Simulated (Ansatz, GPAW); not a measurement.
**Ballistic transport through biphenyl-4,4'-dithiol between two Cu chains, from relaxation to T(E)**

Aim: the conductance of biphenyl-4,4'-dithiol between two Cu chains after relaxation, and whether geometry, basis or functional moves it most.

Program: GPAW 26.7.0 and Ansatz 0.2.0. Level of theory: Ansatz plane waves; relaxation of the junction with the lead ends held; PAW set soft_1, in the first sound run; inputs show where later runs differ. Results are calculated unless marked as measured.

### Step 1. Starting point

The cell holds 34 atoms: 12 Cu, 2 S, 8 H and 12 C. Its edges and angles: a = 12.456 Å, b = 10.705 Å, c = 38.210 Å, α = 90.0°, β = 90.0°, γ = 90.0°. Regions: left lead, 6 atoms (6 Cu); channel, 22 atoms (2 S, 8 H and 12 C); right lead, 6 atoms (6 Cu). Vacuum lies along a and b. The structure is stacked along c, and the current runs across the ab planes.

### Step 2. Relaxing the atoms

Transmission follows bond lengths closely, so the atoms between the held lead ends are relaxed first, from a slightly shaken start that lets symmetry break.

input.yaml reads:

```yaml
crystal:
  lattice:
    - [12.456170329, 0.0, 0.0]
    - [0.0, 10.7053459709, 0.0]
    - [0.0, 0.0, 38.2096637082]
  atoms:
    - { symbol: Cu, position: [0.5, 0.5, 0.0300970982] }
    - { symbol: Cu, position: [0.5, 0.5, 0.0902912945] }
    - { symbol: Cu, position: [0.5, 0.5, 0.1504854909] }
    - { symbol: Cu, position: [0.5, 0.5, 0.2106796873] }
    - { symbol: Cu, position: [0.4999038437, 0.4964753963, 0.2728948565] }
    - { symbol: Cu, position: [0.5011603839, 0.5018034353, 0.3309048281] }
    - { symbol: S, position: [0.3509063462, 0.4826278458, 0.3667431023] }
    - { symbol: H, position: [0.5254355816, 0.5872276003, 0.4083174677] }
    - { symbol: C, position: [0.3902804577, 0.4587275161, 0.410207651] }
    - { symbol: H, position: [0.2584870843, 0.3343890812, 0.4225956533] }
    - { symbol: C, position: [0.4821069264, 0.5204428163, 0.4248824088] }
    - { symbol: C, position: [0.3311731248, 0.3810291753, 0.4335911682] }
    - { symbol: C, position: [0.510529008, 0.508388005, 0.4601433446] }
    - { symbol: C, position: [0.3625629839, 0.3647187839, 0.4678818419] }
    - { symbol: H, position: [0.5821592412, 0.5548287173, 0.469602114] }
    - { symbol: C, position: [0.4509812654, 0.4261051604, 0.4811598682] }
    - { symbol: H, position: [0.3115482907, 0.3028447005, 0.4844015268] }
    - { symbol: H, position: [0.6420184392, 0.3540503876, 0.5069979991] }
    - { symbol: C, position: [0.482245556, 0.4121697728, 0.5177488637] }
    - { symbol: C, position: [0.589501953, 0.3751560191, 0.5275536176] }
    - { symbol: H, position: [0.3262498622, 0.4643473326, 0.5396953142] }
    - { symbol: C, position: [0.4109461055, 0.4272094303, 0.5451429298] }
    - { symbol: C, position: [0.6189275609, 0.3524442099, 0.5625543019] }
    - { symbol: H, position: [0.7037125114, 0.3229030141, 0.567928666] }
    - { symbol: C, position: [0.4418185728, 0.4125456834, 0.5813214335] }
    - { symbol: C, position: [0.5446462708, 0.3724283535, 0.5870414485] }
    - { symbol: H, position: [0.3799369603, 0.4318815767, 0.6004299596] }
    - { symbol: S, position: [0.5864577282, 0.3505082989, 0.6338651462] }
    - { symbol: Cu, position: [0.4994394784, 0.499551441, 0.6686191616] }
    - { symbol: Cu, position: [0.4983071541, 0.499623403, 0.7282261241] }
    - { symbol: Cu, position: [0.5, 0.5, 0.7893203127] }
    - { symbol: Cu, position: [0.5, 0.5, 0.8495145091] }
    - { symbol: Cu, position: [0.5, 0.5, 0.9097087055] }
    - { symbol: Cu, position: [0.5, 0.5, 0.9699029018] }
kpoints:
  mp_grid: { grid: [1, 1, 2] }
hamiltonian:
  xc: pbe
  pseudopotentials: { kind: paw, azcp: { folder: soft_1 } }
scf:
  occupations: { method: fermi_dirac, width: 0.1 }
relax:
  f_tol: 0.03
  max_steps: 80
  constraints: [{ sites: [0, 1, 2, 3, 30, 31, 32, 33] }]
```

Command:

```bash
> ansatz run input.yaml --threads 4 --pin off --max-ram 8192MiB --backend cpu --events-out ev --progress --plain --runs-dir out
```

Numbers of over 12 decimals in the logs are rounded to 6 here.

Log:

```text
Engine: ansatz 0.2.0, aarch64-unknown-linux-gnu
Pseudopotentials: kind: paw
Pseudopotential: Cu, paw, valence charge 19, recommended cutoff 420 eV (normal), soft_1/Cu.paw.azcp
Pseudopotential: S, paw, valence charge 6, recommended cutoff 420 eV (normal), soft_1/S.paw.azcp
Pseudopotential: H, paw, valence charge 1, recommended cutoff 420 eV (normal), soft_1/H.paw.azcp
Pseudopotential: C, paw, valence charge 4, recommended cutoff 420 eV (normal), soft_1/C.paw.azcp
Functional definition: PBE
  parameter kappa = 0.804
  parameter beta = 0.066725
  exchange = pbe_x(kappa = kappa, mu = beta*pi^2/3)
  correlation = pbe_c(beta = beta)
Crystal: 34 atoms, lattice volume = 5095.167 Å³
Basis set: ecut = 420 eV, 99605 PW (Γ), exchange–correlation on 180×144×512 points (8 copies of the dense FFT grid, shifted against one another)
Bands: 182, of which v1, the nominal top of the filled ones, is band 148 counted from 1 (147 counted from 0)
Symmetry: 1 space group operations
Space group: P1 (ITA 1), of the structure as read, at distance tolerance 1.7e-4 Å
k-points: 2
Non-local potential: Cu, projectors of the file, l = 0: 3, l = 1: 2, l = 2: 3, l = 3: 1
Non-local potential: S, projectors of the file, l = 0: 2, l = 1: 2, l = 2: 1
Non-local potential: H, projectors of the file, l = 0: 2, l = 1: 1
Non-local potential: C, projectors of the file, l = 0: 2, l = 1: 2, l = 2: 1
PAW form: soft (Blöchl's): semilocal exchange-correlation on the pseudo side does not see the compensation charge
PAW one-centre angular grid: Cu, 590 points (default); XC on 64 Gauss nodes
PAW one-centre angular grid: S, 110 points (default); XC on 64 Gauss nodes
PAW one-centre angular grid: H, 110 points (default); XC on 64 Gauss nodes
PAW one-centre angular grid: C, 110 points (default); XC on 64 Gauss nodes
Initial density: superposition of atomic densities (neutral atoms: chi_scale 0, normalization atom)
Initial wavefunctions: pseudopotential atomic-orbital guess
Functional: x = pbe(κ = 0.804, μ = 0.219515), c = pbe(β = 0.066725)
SCF iter   1: F=—  HF=-84443.928111 eV  |F-HF|=—  |Δ(HF+E_count)|=         —  Δρ=6.37e-2  dr2=4.28e2  ethr=3.10e-3  ⟨swp⟩=9.0  Hψ=1795  notcnv=0  defer=9
preconditioner: auto → LDOS  [metal: Δε(μ)=0.039 eV  Ē_g=6.152 eV  σ=0.100 eV  W_gap=0.10  n_scr=430 (ndim 8)  ℏωp=7.1 eV  f_vac=0.819  D(μ)=50.22/eV (n_scr^D=212)  β→1.0]
SCF iter   2: F=—  HF=-84425.710208 eV  |F-HF|=—  |Δ(HF+E_count)|=    1.82e1  Δρ=3.30e-2  dr2=4.16e1  ethr=3.10e-3  ⟨swp⟩=11.5  Hψ=1320  notcnv=0  defer=24
SCF iter   3: F=—  HF=-84436.342006 eV  |F-HF|=—  |Δ(HF+E_count)|=    1.06e1  Δρ=2.11e-2  dr2=2.29e2  ethr=3.10e-3  ⟨swp⟩=6.0  Hψ=987  notcnv=0  defer=43  recentre
SCF iter   4: F=—  HF=-84420.516134 eV  |F-HF|=—  |Δ(HF+E_count)|=    1.58e1  Δρ=1.73e-2  dr2=1.24e1  ethr=3.10e-3  ⟨swp⟩=7.0  Hψ=1178  notcnv=0  defer=23
SCF iter   5: F=—  HF=-84419.242447 eV  |F-HF|=—  |Δ(HF+E_count)|=    1.27e0  Δρ=3.57e-3  dr2=4.87e-1  ethr=3.10e-3  ⟨swp⟩=2.0  Hψ=584  notcnv=0  defer=40
SCF iter   6: F=—  HF=-84419.599905 eV  |F-HF|=—  |Δ(HF+E_count)|=   3.57e-1  Δρ=1.29e-3  dr2=1.40e-1  ethr=1.64e-4  ⟨swp⟩=2.0  Hψ=634  notcnv=0  defer=38
SCF iter   7: F=—  HF=-84419.667112 eV  |F-HF|=—  |Δ(HF+E_count)|=   6.72e-2  Δρ=1.01e-3  dr2=5.77e-2  ethr=4.72e-5  ⟨swp⟩=2.5  Hψ=516  notcnv=0  defer=38
SCF iter   8: F=—  HF=-84419.670235 eV  |F-HF|=—  |Δ(HF+E_count)|=   3.12e-3  Δρ=3.78e-4  dr2=1.42e-2  ethr=1.95e-5  ⟨swp⟩=2.0  Hψ=328  notcnv=0  defer=38
SCF iter   9: F=—  HF=-84419.673098 eV  |F-HF|=—  |Δ(HF+E_count)|=   2.86e-3  Δρ=4.15e-4  dr2=8.23e-3  ethr=4.81e-6  ⟨swp⟩=2.0  Hψ=389  notcnv=0  defer=38
SCF iter  10: F=—  HF=-84419.672844 eV  |F-HF|=—  |Δ(HF+E_count)|=   2.54e-4  Δρ=1.24e-4  dr2=8.65e-4  ethr=2.78e-6  ⟨swp⟩=3.0  Hψ=509  notcnv=0  defer=38
SCF iter  11: F=—  HF=-84419.673951 eV  |F-HF|=—  |Δ(HF+E_count)|=   1.11e-3  Δρ=5.26e-5  dr2=2.52e-4  ethr=2.92e-7  ⟨swp⟩=2.0  Hψ=435  notcnv=0  defer=38
SCF iter  12: F=—  HF=-84419.674362 eV  |F-HF|=—  |Δ(HF+E_count)|=   4.11e-4  Δρ=4.78e-5  dr2=1.18e-4  ethr=8.51e-8  ⟨swp⟩=2.0  Hψ=489  notcnv=0  defer=38
SCF iter  13: F=—  HF=-84419.674440 eV  |F-HF|=—  |Δ(HF+E_count)|=   7.86e-5  Δρ=2.73e-5  dr2=4.06e-5  ethr=3.99e-8  ⟨swp⟩=2.0  Hψ=426  notcnv=0  defer=38
SCF iter  14: F=-84419.674558 eV  HF=-84419.674495 eV  |F-HF|=6.27e-5  |Δ(HF+E_count)|=   5.48e-5  Δρ=9.75e-6  dr2=5.73e-6  ethr=7.60e-9  ⟨swp⟩=4.0  Hψ=1044  notcnv=0
SCF 1 converged in 14 iterations: F = -84419.674558 eV  dr2 = 5.73e-6
  greatest PAW one-centre occupation: 1.000 electrons in one spin orbital (limit 2), on the Cu atom at site 3 (counted from 0), in its partial waves of l = 0
relax step   1: F+E_penalty+E_count = -84419.67455785 eV  Δ(F+E_penalty+E_count) = +0.000e0 eV  max|allowed force component| = 5.484e0 eV/Å  Δτ_max = 0.0000 Å  (14 SCF iters, dr2 threshold 2.25e-5 eV, accepted)
Initial density: handed on by an earlier stage of this run
Initial wavefunctions: those handed on with the density
iter 1 solved again at ethr=3.86e-4 eV; its pass at ethr=3.10e-3 eV (dr2=1.14e0 eV) is discarded
SCF iter   1: F=—  HF=-84420.689157 eV  |F-HF|=—  |Δ(HF+E_count)|=         —  Δρ=5.23e-3  dr2=1.05e0  ethr=3.86e-4  ⟨swp⟩=1.0  Hψ=1217  notcnv=0  defer=38
preconditioner: auto → LDOS  [metal: Δε(μ)=0.060 eV  Ē_g=6.962 eV  σ=0.100 eV  W_gap=0.15  n_scr=430 (ndim 8)  ℏωp=7.4 eV  f_vac=0.839  D(μ)=15.46/eV (n_scr^D=32)  β→1.0]
SCF iter   2: F=—  HF=-84420.553914 eV  |F-HF|=—  |Δ(HF+E_count)|=   1.35e-1  Δρ=2.07e-3  dr2=2.72e-1  ethr=3.54e-4  ⟨swp⟩=3.0  Hψ=568  notcnv=0  defer=38
SCF iter   3: F=—  HF=-84420.521437 eV  |F-HF|=—  |Δ(HF+E_count)|=   3.25e-2  Δρ=1.86e-3  dr2=1.29e-1  ethr=9.18e-5  ⟨swp⟩=2.5  Hψ=624  notcnv=0  defer=38
SCF iter   4: F=—  HF=-84420.509095 eV  |F-HF|=—  |Δ(HF+E_count)|=   1.23e-2  Δρ=5.09e-4  dr2=1.37e-2  ethr=4.36e-5  ⟨swp⟩=2.0  Hψ=542  notcnv=0  defer=38
SCF iter   5: F=—  HF=-84420.512928 eV  |F-HF|=—  |Δ(HF+E_count)|=   3.83e-3  Δρ=2.79e-4  dr2=3.41e-3  ethr=4.62e-6  ⟨swp⟩=2.0  Hψ=512  notcnv=0  defer=38
SCF iter   6: F=—  HF=-84420.515795 eV  |F-HF|=—  |Δ(HF+E_count)|=   2.87e-3  Δρ=2.04e-4  dr2=1.97e-3  ethr=1.15e-6  ⟨swp⟩=2.0  Hψ=520  notcnv=0  defer=38
SCF iter   7: F=—  HF=-84420.517488 eV  |F-HF|=—  |Δ(HF+E_count)|=   1.69e-3  Δρ=9.83e-5  dr2=4.58e-4  ethr=6.67e-7  ⟨swp⟩=2.0  Hψ=463  notcnv=0  defer=38
SCF iter   8: F=—  HF=-84420.517619 eV  |F-HF|=—  |Δ(HF+E_count)|=   1.31e-4  Δρ=2.29e-5  dr2=2.92e-5  ethr=1.55e-7  ⟨swp⟩=2.0  Hψ=445  notcnv=0  defer=38
SCF iter   9: F=—  HF=-84420.517774 eV  |F-HF|=—  |Δ(HF+E_count)|=   1.56e-4  Δρ=1.34e-5  dr2=8.44e-6  ethr=9.88e-9  ⟨swp⟩=4.0  Hψ=1041  notcnv=0
[...]
relax step  19: F+E_penalty+E_count = -84421.43903265 eV  Δ(F+E_penalty+E_count) = -1.595e-3 eV  max|allowed force component| = 6.868e-2 eV/Å  Δτ_max = 0.0879 Å  (9 SCF iters, dr2 threshold 1.50e-6 eV, accepted)
relax step  20: F+E_penalty+E_count = -84421.44016544 eV  Δ(F+E_penalty+E_count) = -1.133e-3 eV  max|allowed force component| = 2.750e-2 eV/Å  Δτ_max = 0.0882 Å  (8 SCF iters, dr2 threshold 4.65e-6 eV, accepted)
relax step  21: F+E_penalty+E_count = -84421.44016720 eV  Δ(F+E_penalty+E_count) = -1.757e-6 eV  max|allowed force component| = 2.745e-2 eV/Å  Δτ_max = 0.0000 Å  (5 SCF iters, accepted)
relax step  22: F+E_penalty+E_count = -84421.44063963 eV  Δ(F+E_penalty+E_count) = -4.724e-4 eV  max|allowed force component| = 2.257e-2 eV/Å  Δτ_max = 0.0485 Å  (10 SCF iters, accepted)
SCF iter   1: F=—  HF=-84421.450838 eV  |F-HF|=—  |Δ(HF+E_count)|=         —  Δρ=1.14e-3  dr2=3.95e-2  ethr=1.43e-4  ⟨swp⟩=4.0  Hψ=720  notcnv=0  defer=35
preconditioner: auto → LDOS  [metal: Δε(μ)=0.082 eV  Ē_g=7.001 eV  σ=0.100 eV  W_gap=0.20  n_scr=430 (ndim 8)  ℏωp=7.4 eV  f_vac=0.840  D(μ)=14.18/eV (n_scr^D=32)  β→1.0]
SCF iter   2: F=—  HF=-84421.444450 eV  |F-HF|=—  |Δ(HF+E_count)|=   6.39e-3  Δρ=4.45e-4  dr2=1.56e-2  ethr=1.33e-5  ⟨swp⟩=3.0  Hψ=737  notcnv=0  defer=35
SCF iter   3: F=—  HF=-84421.440339 eV  |F-HF|=—  |Δ(HF+E_count)|=   4.11e-3  Δρ=1.74e-4  dr2=1.04e-3  ethr=5.28e-6  ⟨swp⟩=3.0  Hψ=536  notcnv=0  defer=35
SCF iter   4: F=—  HF=-84421.440285 eV  |F-HF|=—  |Δ(HF+E_count)|=   5.35e-5  Δρ=1.78e-4  dr2=9.42e-4  ethr=3.50e-7  ⟨swp⟩=2.0  Hψ=623  notcnv=0  defer=35
SCF iter   5: F=—  HF=-84421.440267 eV  |F-HF|=—  |Δ(HF+E_count)|=   1.84e-5  Δρ=5.93e-5  dr2=1.08e-4  ethr=3.18e-7  ⟨swp⟩=2.0  Hψ=441  notcnv=0  defer=35
SCF iter   6: F=—  HF=-84421.440327 eV  |F-HF|=—  |Δ(HF+E_count)|=   5.99e-5  Δρ=2.02e-5  dr2=1.43e-5  ethr=3.65e-8  ⟨swp⟩=2.0  Hψ=607  notcnv=0  defer=35
SCF iter   7: F=—  HF=-84421.440934 eV  |F-HF|=—  |Δ(HF+E_count)|=   6.07e-4  Δρ=5.64e-6  dr2=1.43e-6  ethr=4.84e-9  ⟨swp⟩=2.0  Hψ=468  notcnv=0  defer=35
SCF iter   8: F=—  HF=-84421.440939 eV  |F-HF|=—  |Δ(HF+E_count)|=   4.50e-6  Δρ=2.24e-6  dr2=2.94e-7  ethr=4.82e-10  ⟨swp⟩=2.0  Hψ=593  notcnv=0  defer=35
SCF iter   9: F=-84421.440940 eV  HF=-84421.440940 eV  |F-HF|=3.04e-7  |Δ(HF+E_count)|=   1.24e-6  Δρ=1.23e-6  dr2=9.52e-8  ethr=3.38e-11  ⟨swp⟩=5.0  Hψ=1151  notcnv=0
SCF 23 converged in 9 iterations: F = -84421.440940 eV  dr2 = 9.52e-8
relax step  23: F+E_penalty+E_count = -84421.44094012 eV  Δ(F+E_penalty+E_count) = -3.005e-4 eV  max|allowed force component| = 1.999e-2 eV/Å  Δτ_max = 0.0313 Å  (9 SCF iters, accepted)
SCF converged after 9 iterations
Free energy (F): -84421.440940 eV
Harris-Foulkes:  -84421.440940 eV  (|F-HF|=3.04e-7)
Internal energy: -84420.921339 eV  (E = F + TS)
E sigma→0 (E₀):  -84421.181140 eV
Entropy (-TS):   -0.519601 eV (-15.282 meV/atom)
Fermi energy:    -4.087542 eV
--- Per-component energies (eV) ---
  E_band       = -9447.276424
  E_kinetic    = 4505.749096
  E_local      = -151603.356647  (includes V_loc(G=0)·N_el)
  E_nonlocal   = 11201.684193
  E_hartree    = 68843.267797
  E_xc         = -1591.348337
  E_vxc        = -1951.424827  (∫ρ·V_xc dr)
  E_paw        = -24346.155865  (= ΣΔE_a)
  E_vpaw       = -9286.511835  (= ΣTr[D̂ρ^β])
  E_aug_tail   = 0.003219  (compensation charges beyond the density's cutoff)
  E_ewald      = 8569.235205
  E_smearing   = -0.519601  (= −TS)
  E_closure    = -0.000000  (closes the sum)
  Σ components = -84421.440940   (vs F -84421.440940, Δ=0.00e0)
--- Forces (eV/Å), atoms counted from 1 ---
  atom   1  Cu    -0.00244424     0.00822645     0.06968973
  atom   2  Cu    -0.00224847     0.01147236    -0.06862027
  atom   3  Cu     0.02625476    -0.08825652     0.07808962
  atom   4  Cu    -0.02588248     0.06670052     0.38952819
  atom   5  Cu    -0.00335316    -0.00067377    -0.00387351
  atom   6  Cu     0.00001227     0.00117402    -0.00102879
  atom   7  S      0.00212291     0.00419326    -0.00287309
  atom   8  H     -0.00249587     0.00020359     0.00136965
  atom   9  C     -0.00551478    -0.01208213     0.00885629
  atom  10  H      0.00086515    -0.00207776     0.00014603
  atom  11  C      0.00365828    -0.00060891    -0.00173809
  atom  12  C      0.00291970     0.00893830    -0.00478995
  atom  13  C     -0.00219442     0.00209479     0.00266504
  atom  14  C     -0.00033385     0.00127976    -0.00054792
  atom  15  H     -0.00057551    -0.00160075    -0.00113362
  atom  16  C      0.00055863    -0.00187311    -0.00291222
  atom  17  H      0.00200792    -0.00057736    -0.00195612
  atom  18  H     -0.00558828     0.00034135     0.00533454
  atom  19  C      0.00045283    -0.00100984    -0.00061594
  atom  20  C      0.00217088     0.00509523     0.00350539
  atom  21  H      0.00124672     0.00020482    -0.00112836
  atom  22  C      0.00364057    -0.00220418     0.00480350
  atom  23  C     -0.00670204     0.00051960    -0.00249421
  atom  24  H     -0.00070428     0.00087701     0.00050584
  atom  25  C     -0.01319486     0.00547631    -0.01005066
  atom  26  C      0.01998854    -0.00062440     0.01416453
  atom  27  H      0.00588062    -0.00186201    -0.00614069
  atom  28  S     -0.00075530    -0.00030021    -0.01386000
  atom  29  Cu    -0.00449119    -0.00387392     0.00262289
  atom  30  Cu     0.00345122     0.00672365     0.00193583
  atom  31  Cu     0.02329285     0.06472339    -0.38092403
  atom  32  Cu    -0.02740770    -0.09301157    -0.07707032
  atom  33  Cu     0.00291021     0.01352777     0.06782204
  atom  34  Cu     0.00254540     0.00905246    -0.06932517
  max |Σ_I F_I| component: 1.88e-4 eV/Å
--- Relaxed structure (23 steps of the walk, 23 accepted, 0 SCFs on fresh bases) ---
  F+E_penalty+E_count = -84421.44094012 eV   max|allowed force component| = 1.999e-2 eV/Å
  atoms:
    - { symbol: Cu, position: [0.500000, 0.500000, 0.0300970982] }
    - { symbol: Cu, position: [0.500000, 0.500000, 0.0902912945] }
    - { symbol: Cu, position: [0.500000, 0.500000, 0.1504854909] }
    - { symbol: Cu, position: [0.500000, 0.500000, 0.210680] }
    - { symbol: Cu, position: [0.521463, 0.401570, 0.265296] }
    - { symbol: Cu, position: [0.475042, 0.484055, 0.320226] }
    - { symbol: S, position: [0.376864, 0.480657, 0.366120] }
    - { symbol: H, position: [0.595375, 0.515341, 0.400271] }
    - { symbol: C, position: [0.426931, 0.474733, 0.408862] }
    - { symbol: H, position: [0.267105, 0.431913, 0.427672] }
    - { symbol: C, position: [0.533866, 0.495810, 0.419814] }
    - { symbol: C, position: [0.349809, 0.450636, 0.435395] }
    - { symbol: C, position: [0.560899, 0.493991, 0.455075] }
    - { symbol: C, position: [0.377372, 0.450600, 0.470481] }
    - { symbol: H, position: [0.643917, 0.513737, 0.462225] }
    - { symbol: C, position: [0.484031, 0.472265, 0.481830] }
    - { symbol: H, position: [0.315051, 0.429928, 0.489656] }
    - { symbol: H, position: [0.681623, 0.428267, 0.511159] }
    - { symbol: C, position: [0.512897, 0.471687, 0.519134] }
    - { symbol: C, position: [0.619495, 0.449028, 0.530398] }
    - { symbol: H, position: [0.353218, 0.513506, 0.538880] }
    - { symbol: C, position: [0.436207, 0.493252, 0.545953] }
    - { symbol: C, position: [0.647232, 0.448351, 0.565469] }
    - { symbol: H, position: [0.729871, 0.428928, 0.573130] }
    - { symbol: C, position: [0.463417, 0.494252, 0.581210] }
    - { symbol: C, position: [0.570330, 0.472550, 0.592055] }
    - { symbol: H, position: [0.402097, 0.513815, 0.600820] }
    - { symbol: S, position: [0.620806, 0.478412, 0.634769] }
    - { symbol: Cu, position: [0.523163, 0.481637, 0.680740] }
    - { symbol: Cu, position: [0.477786, 0.397459, 0.735476] }
    - { symbol: Cu, position: [0.500000, 0.500000, 0.7893203127] }
    - { symbol: Cu, position: [0.500000, 0.500000, 0.849515] }
    - { symbol: Cu, position: [0.500000, 0.500000, 0.909709] }
    - { symbol: Cu, position: [0.500000, 0.500000, 0.9699029018] }
```

The job ended after 12 min (4 threads of Arm Neoverse V2, shared host; peak memory 5.7 GiB).

The steps of the relaxation (22 of 23):

```tsv
step	energy less that of the first step (eV)	largest force component (eV/Å)
1	0.0000	5.4835
2	-0.8433	2.9663
3	-1.1377	1.8051
4	-1.3368	0.2542
5	-1.4273	0.1298
6	-1.5080	0.1312
7	-1.5813	0.1571
8	-1.6359	0.0993
9	-1.6658	0.1220
10	-1.6832	0.1601
11	-1.7025	0.1690
13	-1.7367	0.1880
14	-1.7468	0.1715
15	-1.7538	0.1577
16	-1.7584	0.0628
17	-1.7612	0.0351
18	-1.7629	0.0692
19	-1.7645	0.0687
20	-1.7656	0.0275
21	-1.7656	0.0275
22	-1.7661	0.0226
23	-1.7664	0.0200
```

The atoms that moved most (Å):

```tsv
atom	dx	dy	dz	length
S28	0.428	1.369	0.035	1.435
H17	0.044	1.360	0.201	1.376
H8	0.871	-0.770	-0.307	1.202
H24	0.326	1.135	0.199	1.197
Cu30	-0.256	-1.094	0.277	1.157
C26	0.320	1.072	0.192	1.135
C23	0.353	1.027	0.111	1.091
Cu5	0.269	-1.016	-0.290	1.090
```

This step gave:

```
free energy         : -84421.4409 eV
smearing term TS    : 0.5196 eV
symmetry operations : 1
```

The relaxation lowered the energy of the cell by 1.77 eV.

(Part 1 of 4 ends here.)

[Logs are printed without paths, hosts, clocks, repeated set-up lines and the standing remarks that a program may print on its own settings, such as how far it seeks lower states.]

[Hosts, paths, dates, database ids (printed as entryN), source tags and the programs' standing remarks are cut or masked in the printed files.]
